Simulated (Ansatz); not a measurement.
Records of electronic-structure calculations.

From PBE to G0W0: Bi2Se3 (R-3m). Symmetry: R-3m, No. 166, trigonal system. Conventional cell: a = 4.191 Å, b = 4.191 Å, c = 29.929 Å, α = 90.00°, β = 90.00°, γ = 120.00°. Bi has 6 Se at 2.89 to 3.11 Å nearest. Nearest to Se lie 6 Bi at 3.11 Å. Nearest to Se lie 3 Bi at 2.89 Å. Farther neighbours and most contacts between anions are not listed. The calculation used DFT, PBE, plane waves, PAW (and 1 further level or step) in Ansatz 0.2.0, with cutoff 420 eV, 6×6×6 k-mesh, smearing width 0.02 eV, default PAW in one of its runs. The PBE gap over mesh and path is 0.442 eV, direct, at k = Γ and the G0W0@PBE gap over 19 of 32 irreducible mesh points is 0.712 eV, direct, at k = Γ. The GW settings are 6×6×6 mesh, 397 empty bands, screening to 110 eV, hard PAW files and the known limits are finite bands, screening cutoff and k mesh; no spin-orbit coupling in G0W0; band order with spin-orbit coupling not checked. It took 2 runs, 6 min in all on 1 × NVIDIA H100 80GB HBM3 (shared by 3 runs) with 4 threads of AMD EPYC 7R13 (Zen 3), shared host (the runs of this entry). Over 19 of 32 irreducible mesh points the G0W0 gap is 0.712 eV, direct, at k = Γ. The PBE gap of this run on the mesh is 0.442 eV. The two states that bound the G0W0 gap lie that far apart at the start, so the correction of the gap is 0.712 − 0.442 = +0.270 eV. The valence state moves by 8.606 − 8.900 = −0.294 eV and the conduction state by 9.318 − 9.342 = −0.024 eV, on the run's own scale; how far single levels stand from their limit in bands is not shown. The cell and positions are those that the Materials Project relaxed with its own functionals (PBE, PBE+U or r2SCAN), kept fixed. Limits: no spin-orbit coupling. The differences hold parts that these runs do not separate: finite bands, cutoffs and mesh, points of the zone that were not corrected, the start of G0W0, spin-orbit coupling missing from it, static nuclei, no electron-hole attraction, a cell that is not a measured one, and what each experiment reads as the gap. How much each gives is not known from the steps shown. For the G0W0 step: the program marks 10 of the 76 corrected levels as in doubt (Σc rises), neither edge state among them. Failed or unusable runs on PBE in this series, left out of the table: G0W0@PBE (8×8×8 mesh, hard PAW files, 580 eV, 397 empty bands) reached its time limit after 15 min.

[Runs of the session that timed out or met a known fault of the program may be left out.]

[Cells called generated may have been cut or substituted from an entry of the Crystallography Open Database or the Materials Project.]

[Hosts, paths, dates, database ids (printed as entryN), source tags and the programs' standing remarks are cut or masked in the printed files.]
